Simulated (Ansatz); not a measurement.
# One crystal, many levels of theory: K2LiScI6 (double perovskite (elpasolite)) (Fm-3m)

Aim: the gap of K2LiScI6 (double perovskite (elpasolite)) (Fm-3m) at several levels of theory on one structure, with the time that each takes.

Calculated with Ansatz 0.2.0; density functionals, hybrids and G0W0, plane waves, PAW.

Report form: the programs' logs are mostly left out.

The structure was built from a prototype and need not be the compound's stable phase.

In doubt: masses and optical values from hybrid runs of this build are listed as unsure (step 9), which bears on the screening that GW takes from such a start.

## (1) The structure

Symmetry: Fm-3m, No. 225, cubic system. Conventional cell: a = 11.711 Å, b = 11.711 Å, c = 11.711 Å, α = 90.00°, β = 90.00°, γ = 90.00°. Nearest to K lie 12 I at 4.14 Å. Nearest to Li lie 6 I at 2.97 Å. Sc has 6 I at 2.89 Å nearest. I has 1 Sc at 2.89 Å and 1 Li at 2.97 Å and 4 K at 4.14 Å nearest. It derives from I6K2Li1Sc1. Farther neighbours and most contacts between anions are not listed.

Structure file:

```cif
data_structure
_symmetry_space_group_name_H-M 'P 1'
_symmetry_Int_Tables_number 1
_cell_length_a 8.2808
_cell_length_b 8.2808
_cell_length_c 8.2808
_cell_angle_alpha 60.000
_cell_angle_beta 60.000
_cell_angle_gamma 60.000
_cell_volume 401.51
loop_
_atom_site_label
_atom_site_type_symbol
_atom_site_fract_x
_atom_site_fract_y
_atom_site_fract_z
_atom_site_occupancy
K1 K 0.25000 0.25000 0.25000 1
K2 K 0.75000 0.75000 0.75000 1
Li3 Li 0.00000 0.00000 0.00000 1
Sc4 Sc 0.50000 0.50000 0.50000 1
I5 I 0.25338 0.74662 0.74662 1
I6 I 0.25338 0.74662 0.25338 1
I7 I 0.74662 0.25338 0.74662 1
I8 I 0.74662 0.25338 0.25338 1
I9 I 0.74662 0.74662 0.25338 1
I10 I 0.25338 0.25338 0.74662 1
```

The structure was relaxed with PBE. The structure type comes from a generator and need not be one that this composition takes. The runs that relaxed it are not among those shown. Spin-orbit coupling is left out unless a step names it. The default PAW set here is soft_2. Its files were made with PBE.

## (2) LDA on the 4×4×4 mesh

This step: DFT, LDA, plane waves, PAW.

Contents of input.yaml:

```yaml
crystal:
  lattice:
    - [0.0, 5.8553772128, 5.8553772128]
    - [5.8553772128, 0.0, 5.8553772128]
    - [5.8553772128, 5.8553772128, 0.0]
  atoms:
    - { symbol: K, position: [0.25, 0.25, 0.25] }
    - { symbol: K, position: [0.75, 0.75, 0.75] }
    - { symbol: Li, position: [0.0, 0.0, 0.0] }
    - { symbol: Sc, position: [0.5, 0.5, 0.5] }
    - { symbol: I, position: [0.2533847642, 0.7466152358, 0.7466152358] }
    - { symbol: I, position: [0.2533847642, 0.7466152358, 0.2533847642] }
    - { symbol: I, position: [0.7466152358, 0.2533847642, 0.7466152358] }
    - { symbol: I, position: [0.7466152358, 0.2533847642, 0.2533847642] }
    - { symbol: I, position: [0.7466152358, 0.7466152358, 0.2533847642] }
    - { symbol: I, position: [0.2533847642, 0.2533847642, 0.7466152358] }
kpoints:
  mp_grid: { grid: [4, 4, 4] }
  band_path:
    path:
      - [0.0, 0.0, 0.0]
      - [0.5, 0.0, 0.5]
      - [0.625, 0.25, 0.625]
      - [0.375, 0.375, 0.75]
      - [0.5, 0.5, 0.5]
      - [0.5, 0.25, 0.75]
      - [0.2, 0.0, 0.2]
    npoints: 1
hamiltonian:
  xc: lda
scf:
  occupations: { method: fixed }
  n_extra_bands: 7
output:
  eigenvalues: true
  forces: true
  stress: true
```

Started as:

```
ansatz run input.yaml --threads 8 --pin off --max-ram 17510MiB --backend cpu --events-out ev --progress --plain --runs-dir out
```

Run time: 3.3 s. Hardware: 8 threads of Arm Neoverse V2, shared host; peak memory 1.3 GiB; 24 s of CPU time.

Numbers from this step:

- pressure: -2.077 GPa
- gap: 1.955 eV
- valence top at: Γ
- conduction bottom at: k = (0.000, 0.250, 0.250)
- least direct gap: 1.957 eV

Over mesh and listed points the gap is 1.955 eV, from k = Γ to k = (0.000, 0.250, 0.250). The least direct gap found is 1.957 eV, at k = Γ.

## (3) PBE on the 4×4×4 mesh

Levels along a band path and on the mesh show where this functional puts the band edges.

This step: DFT, PBE, plane waves, PAW.

input.yaml, as its differences from that of step 2:

```diff
@@ -20,14 +20,9 @@
     path:
-      - [0.0, 0.0, 0.0]
-      - [0.5, 0.0, 0.5]
-      - [0.625, 0.25, 0.625]
-      - [0.375, 0.375, 0.75]
-      - [0.5, 0.5, 0.5]
-      - [0.5, 0.25, 0.75]
-      - [0.2, 0.0, 0.2]
-    npoints: 1
+      - [[0.0, 0.0, 0.0], [0.5, 0.0, 0.5], [0.625, 0.25, 0.625]]
+      - [[0.375, 0.375, 0.75], [0.0, 0.0, 0.0], [0.5, 0.5, 0.5], [0.5, 0.25, 0.75], [0.5, 0.0, 0.5]]
+    npoints: 10
 hamiltonian:
-  xc: lda
+  xc: pbe
 scf:
-  occupations: { method: fixed }
+  occupations: { method: fermi_dirac, width: 0.02 }
   n_extra_bands: 7
@@ -37 +32,5 @@
   stress: true
+  write_density: true
+  write_potential: true
+  elf: true
+  volumetric_format: npy
```

Elapsed: 8.1 s, on 8 threads; peak memory 2 GiB.

This step gave:

```yaml
pressure: 0.009656 GPa
filled_bands: 67
gap: 2.070 eV
valence_top_at: Γ
conduction_bottom_at: k = (0.200, 0.000, 0.200)
least_direct_gap: 2.070 eV
```

Over mesh and path the gap is 2.070 eV, from k = Γ to k = (0.200, 0.000, 0.200), and equal within 1 meV to the least direct gap at k = Γ. PBE against LDA: 2.070 − 1.955 = +0.115 eV. Mesh, set of files and cutoff are the same, but the conduction bottom lies at another k point, so this need not be the shift of one pair of states.

## (4) PBE+SOC on the 4×4×4 mesh

This run has two-component orbitals with spin-orbit coupling.

This step: DFT, PBE with spin-orbit coupling, plane waves, PAW.

input.yaml, the sections that differ from step 3:

```yaml
kpoints:
  mp_grid: { grid: [4, 4, 4] }
  band_path:
    path:
      - [0.0, 0.0, 0.0]
      - [0.5, 0.0, 0.5]
      - [0.625, 0.25, 0.625]
      - [0.375, 0.375, 0.75]
      - [0.5, 0.5, 0.5]
      - [0.5, 0.25, 0.75]
      - [0.2, 0.0, 0.2]
    npoints: 1
scf:
  occupations: { method: fixed }
  n_extra_bands: 14
magnetization:
  noncollinear: true
  spin_orbit: true
output:
  eigenvalues: true
  forces: true
  stress: true
# crystal, hamiltonian: as in step 3
```

Wall time 53 s (8 threads); peak memory 5.3 GiB; 6.6 min of CPU time.

This step gave:

| Property | Result |
| --- | --- |
| pressure | 0.04331 GPa |
| gap | 1.875 eV |
| valence top at | Γ |
| conduction bottom at | Γ |
| least direct gap | 1.875 eV |

Over mesh and listed points the gap is 1.875 eV, direct, at k = Γ. PBE+SOC against PBE: 1.875 − 2.070 = −0.195 eV. Mesh, set of files and cutoff are the same, but the conduction bottom lies at another k point, so this need not be the shift of one pair of states. The spin-orbit run sees mesh and listed points alone, so its gap is an upper bound: the coupling can move an edge off these points, and the change over the zone, its sign included where it is small, is not known. The program's warnings for this run: metallic iterate.

## (5) r2SCAN on the 4×4×4 mesh

r2SCAN is a meta-GGA: it depends on the kinetic-energy density as well as on the density and its gradient.

This step: DFT, r2SCAN, plane waves, PAW.

input.yaml, as its differences from that of step 4:

```diff
@@ -29,9 +29,6 @@
 hamiltonian:
-  xc: pbe
+  xc: r2scan
 scf:
   occupations: { method: fixed }
-  n_extra_bands: 14
-magnetization:
-  noncollinear: true
-  spin_orbit: true
+  n_extra_bands: 7
 output:
```

Elapsed: 7 s, on 8 threads; peak memory 2.6 GiB.

Numbers from this step:

| Quantity | Value |
| --- | --- |
| pressure | -0.2779 GPa |
| gap | 2.407 eV |
| valence top at | Γ |
| conduction bottom at | Γ |
| least direct gap | 2.407 eV |

Over mesh and listed points the gap is 2.407 eV, direct, at k = Γ. r2SCAN against PBE: 2.407 − 2.070 = +0.337 eV. The runs also differ in plane-wave cutoff (420 eV and 500 eV), and the conduction bottom lies at another k point, so how much of this comes from the functional alone is not known.

## (6) HSE06 on the 2×2×2 mesh

HSE06 mixes in a quarter of exact exchange at short range.

This step: DFT, HSE06, plane waves, PAW.

input.yaml, as its differences from that of step 5:

```diff
@@ -17,3 +17,3 @@
 kpoints:
-  mp_grid: { grid: [4, 4, 4] }
+  mp_grid: { grid: [2, 2, 2] }
   band_path:
@@ -29,3 +29,3 @@
 hamiltonian:
-  xc: r2scan
+  xc: hse06
 scf:
@@ -35,3 +35,5 @@
   eigenvalues: true
-  forces: true
-  stress: true
+  write_density: true
+  write_potential: true
+  elf: true
+  volumetric_format: npy
```

Elapsed: 55 s, on 8 threads; peak memory 3.1 GiB.

This step gave:

```yaml
gap: 3.188 eV
valence_top_at: Γ
conduction_bottom_at: Γ
least_direct_gap: 3.188 eV
exact_exchange_fraction: 0.25
```

Over mesh and listed points the gap is 3.188 eV, direct, at k = Γ. HSE06 against PBE: 3.188 − 2.070 = +1.118 eV. The runs also differ in mesh (4×4×4 and 2×2×2), and the conduction bottom lies at another k point, so how much of this comes from the functional alone is not known.

## (7) PBE0 on the 2×2×2 mesh

PBE0 mixes in a quarter of exact exchange at all distances.

This step: DFT, PBE0, plane waves, PAW.

input.yaml, as its differences from that of step 6:

```diff
@@ -29,3 +29,3 @@
 hamiltonian:
-  xc: hse06
+  xc: pbe0
 scf:
@@ -35,5 +35 @@
   eigenvalues: true
-  write_density: true
-  write_potential: true
-  elf: true
-  volumetric_format: npy
```

The job ended after 55 s (8 threads; peak memory 3.1 GiB; 6.3 min of CPU time).

This step gave:

```
gap                     : 3.913 eV
valence top at          : Γ
conduction bottom at    : Γ
least direct gap        : 3.913 eV
exact-exchange fraction : 0.25
```

Over mesh and listed points the gap is 3.913 eV, direct, at k = Γ. PBE0 against HSE06: 3.913 − 3.188 = +0.725 eV, with the same mesh, files and cutoff, and both edges at the same k points.

## (8) G0W0@PBE, 2×2×2 mesh, 1198 empty bands, screening to 120 eV

G0W0 replaces the xc potential by a self-energy built once from the orbitals of the start. Levels are corrected in the window of bands that the input names, at points of the mesh.

This step: G0W0 on PBE, plane waves, PAW.

input.yaml, as its differences from that of step 7:

```diff
@@ -18,18 +18,11 @@
   mp_grid: { grid: [2, 2, 2] }
-  band_path:
-    path:
-      - [0.0, 0.0, 0.0]
-      - [0.5, 0.0, 0.5]
-      - [0.625, 0.25, 0.625]
-      - [0.375, 0.375, 0.75]
-      - [0.5, 0.5, 0.5]
-      - [0.5, 0.25, 0.75]
-      - [0.2, 0.0, 0.2]
-    npoints: 1
 hamiltonian:
-  xc: pbe0
+  xc: pbe
 scf:
   occupations: { method: fixed }
-  n_extra_bands: 7
-output:
-  eigenvalues: true
+gw:
+  n_empty_bands: 1198
+  ecut_chi: 120.0
+  qp_bands: [v3, c3]
+  qp_kpoints: band_edges
+  screening: { model: contour_deformation }
```

The job ended after 3.7 min (8 threads; peak memory 8.3 GiB).

Numbers from this step:

```yaml
bands_summed: 1265
rpa_eps_infinity_on_this_mesh_eigenvalues: 4.286, 4.286, 4.286
plane_waves_in_the_screening_matrix: 1243
g0w0_gap_over_the_corrected_points: 4.201 eV
k_of_the_valence_top: 0, 0, 0
k_of_the_conduction_bottom: 0, 0, 0
starting_gap_on_the_mesh: 2.042 eV
z_at_the_valence_top: 0.7571
z_at_the_conduction_bottom: 0.6915
least_direct_g0w0_gap_over_the_corrected_points: 4.201 eV
```

Over all 3 irreducible mesh points the G0W0 gap is 4.201 eV, direct, at k = Γ. The PBE gap of this run on the mesh is 2.042 eV. The two states that bound the G0W0 gap lie that far apart at the start, so the correction of the gap is 4.201 − 2.042 = +2.159 eV.

## (9) G0W0@HSE06, 2×2×2 mesh, 1198 empty bands, screening to 120 eV

This step: G0W0 on HSE06, plane waves, PAW.

input.yaml, as its differences from that of step 8:

```diff
@@ -19,3 +19,3 @@
 hamiltonian:
-  xc: pbe
+  xc: hse06
 scf:
```

The job ended after 14 min (8 threads; peak memory 7.7 GiB; 1.7 h of CPU time).

Numbers from this step:

```yaml
bands_summed: 1265
rpa_eps_infinity_on_this_mesh_eigenvalues: 3.370, 3.370, 3.370
plane_waves_in_the_screening_matrix: 1243
g0w0_gap_over_the_corrected_points: 4.569 eV
k_of_the_valence_top: 0, 0, 0
k_of_the_conduction_bottom: 0, 0, 0
starting_gap_on_the_mesh: 3.188 eV
z_at_the_valence_top: 0.7975
z_at_the_conduction_bottom: 0.7433
least_direct_g0w0_gap_over_the_corrected_points: 4.569 eV
```

Over all 3 irreducible mesh points the G0W0 gap is 4.569 eV, direct, at k = Γ. The HSE06 gap of this run on the mesh is 3.188 eV. The two states that bound the G0W0 gap lie that far apart at the start, so the correction of the gap is 4.569 − 3.188 = +1.381 eV. G0W0@HSE06 against G0W0@PBE with 1265 bands: 4.569 − 4.201 = +0.368 eV, with the same mesh, files and cutoffs, and both edges at the same k points.

## (10) All levels together

Each gap is the least one over the points named; times are wall times on shared hosts, not benchmarks. A G0W0 time includes the run's own self-consistent start. Runs with listed points see these and the mesh alone, so an edge that moves elsewhere is missed. Rows marked * are further runs, not shown as steps, whose inputs differ from the G0W0 step on the same start in the columns given; solver thresholds can differ too. Rows marked ? have an edge level that the program doubts.

```csv
level,mesh,"files, cutoff","bands summed, screening",points,gap (eV),valence top,conduction bottom,least direct gap (eV),time
LDA,4×4×4,"soft_2 PAW, 420 eV",-,mesh and listed points,1.955,Γ,"(0.000, 0.250, 0.250)",1.957,3.3 s
PBE,4×4×4,"soft_2 PAW, 420 eV",-,mesh and path,2.070,Γ,"(0.200, 0.000, 0.200)",2.070,8.1 s
PBE+SOC,4×4×4,"soft_2 PAW, 420 eV",-,mesh and listed points,1.875,Γ,Γ,1.875,53 s
r2SCAN,4×4×4,"soft_2 PAW, 500 eV",-,mesh and listed points,2.407,Γ,Γ,2.407,7 s
HSE06,2×2×2,"soft_2 PAW, 420 eV",-,mesh and listed points,3.188,Γ,Γ,3.188,55 s
PBE0,2×2×2,"soft_2 PAW, 420 eV",-,mesh and listed points,3.913,Γ,Γ,3.913,55 s
G0W0@PBE*?,2×2×2,"soft_2 PAW, 420 eV","263, 36 eV",all 3 irreducible mesh points,4.119,Γ,Γ,4.119,12 s
G0W0@PBE*,2×2×2,"soft_2 PAW, 420 eV","624, 72 eV",all 3 irreducible mesh points,4.149,Γ,Γ,4.149,45 s
G0W0@PBE,2×2×2,"soft_2 PAW, 420 eV","1265, 120 eV",all 3 irreducible mesh points,4.201,Γ,Γ,4.201,3.7 min
G0W0@HSE06,2×2×2,"soft_2 PAW, 420 eV","1265, 120 eV",all 3 irreducible mesh points,4.569,Γ,Γ,4.569,14 min
```

## (11) Outcome

```
LDA, over mesh and listed points                                 : 1.955 eV
PBE, over mesh and path                                          : 2.070 eV
PBE+SOC, over mesh and listed points                             : 1.875 eV
r2SCAN, over mesh and listed points                              : 2.407 eV
HSE06, over mesh and listed points                               : 3.188 eV
PBE0, over mesh and listed points                                : 3.913 eV
G0W0@PBE (1265 bands, 2×2×2), over all 3 irreducible mesh points : 4.201 eV
G0W0@HSE06, over all 3 irreducible mesh points                   : 4.569 eV
known limits                                                     : finite bands, screening cutoff and k mesh; no spin-orbit coupling in G0W0; screening cutoff under 40 eV in some runs
```

**Reading.** The rows run from 1.875 eV (PBE+SOC) to 4.569 eV (G0W0@HSE06). They differ in mesh, plane-wave cutoff, bands and screening cutoff of G0W0 and the points over which the gap was sought as well as in level, so only pairs that share these are like for like. PBE0 against HSE06: 3.913 − 3.188 = +0.725 eV, with the same mesh, files and cutoff, and both edges at the same k points. G0W0@HSE06 against G0W0@PBE with 1265 bands: 4.569 − 4.201 = +0.368 eV, with the same mesh, files and cutoffs, and both edges at the same k points. G0W0@PBE (1265 bands, 2×2×2) moves the gap of its own start on the mesh by 4.201 − 2.042 = +2.159 eV, between the same two levels. Over mesh and path, PBE puts the conduction bottom at k = (0.200, 0.000, 0.200), which is no corrected point. The start's gap on the mesh of the G0W0 run, 2.042 eV, is no wider than the 2.070 eV found there (the runs differ in mesh (4×4×4 and 2×2×2)), so it is not shown that this mesh misses an edge. Levels at other points were not corrected, so a lower G0W0 gap elsewhere in the zone is not ruled out. G0W0@HSE06 moves the gap of its own start on the mesh by 4.569 − 3.188 = +1.381 eV, between the same two levels. Both edges that HSE06 shows over mesh and listed points lie at k points where levels were corrected. Levels at other points were not corrected, so a lower G0W0 gap elsewhere in the zone is not ruled out. What spin-orbit coupling does to the G0W0 levels was not computed, so no sum with the G0W0 gap is formed. For G0W0@PBE: from 263 bands and 36 eV to 1265 bands and 120 eV the gap moves by 4.201 − 4.119 = +0.082 eV (rung by rung 4.119, 4.149, 4.201 eV); bands and screening cutoff rise together, so their parts are not told apart. An edge row is in doubt in the run with 263 bands, so no limit is drawn and it is not known. The other G0W0 rows are shown at one basis each (1265 bands), so their distance from the limit is not known here. The G0W0 runs are scalar-relativistic. No pair of G0W0 runs that differ in the mesh alone is shown (2×2×2 is a supercell whose nearest images lie 17 Å apart), so the error from the mesh is not known here. G0W0@PBE runs of this series with other atomic data on the same mesh, not shown as steps, give 4.205 eV (hard PAW, 780 eV, 1843 bands, screening to 156 eV); where bands and cutoffs differ too, the part of the files is not isolated. A screening cutoff under 40 eV is crude: G0W0@PBE with 263 bands at 36 eV. Failed or unusable runs of this series, left out of the table: G0W0@PBE0 (2×2×2 mesh, soft_2 PAW files, 420 eV, 1198 empty bands) reached its time limit after 3.5 min.

[Paths, hosts, dates, memory and timing lines, banners, echoed tables and standing remarks are left out of the program output.]

[Logs are printed without paths, hosts, clocks, repeated set-up lines and the standing remarks that a program may print on its own settings, such as how far it seeks lower states.]

[Runs of the session that timed out or met a known fault of the program may be left out.]

[Cells called generated may have been cut or substituted from an entry of the Crystallography Open Database or the Materials Project.]

[Hosts, paths, dates, database ids (printed as entryN), source tags and the programs' standing remarks are cut or masked in the printed files.]

[Where an RPA ε∞ is given, it is that of the G0W0 mesh and is not shown converged in it. Names of k-points follow the symmetry that the program found, which can be lower than the space group named. Band edges on a path are those of the sampled points; other points can move an edge, and change direct to indirect where valleys lie close.]

[Hybrid gaps are those of their k-mesh and are not shown converged in it.]
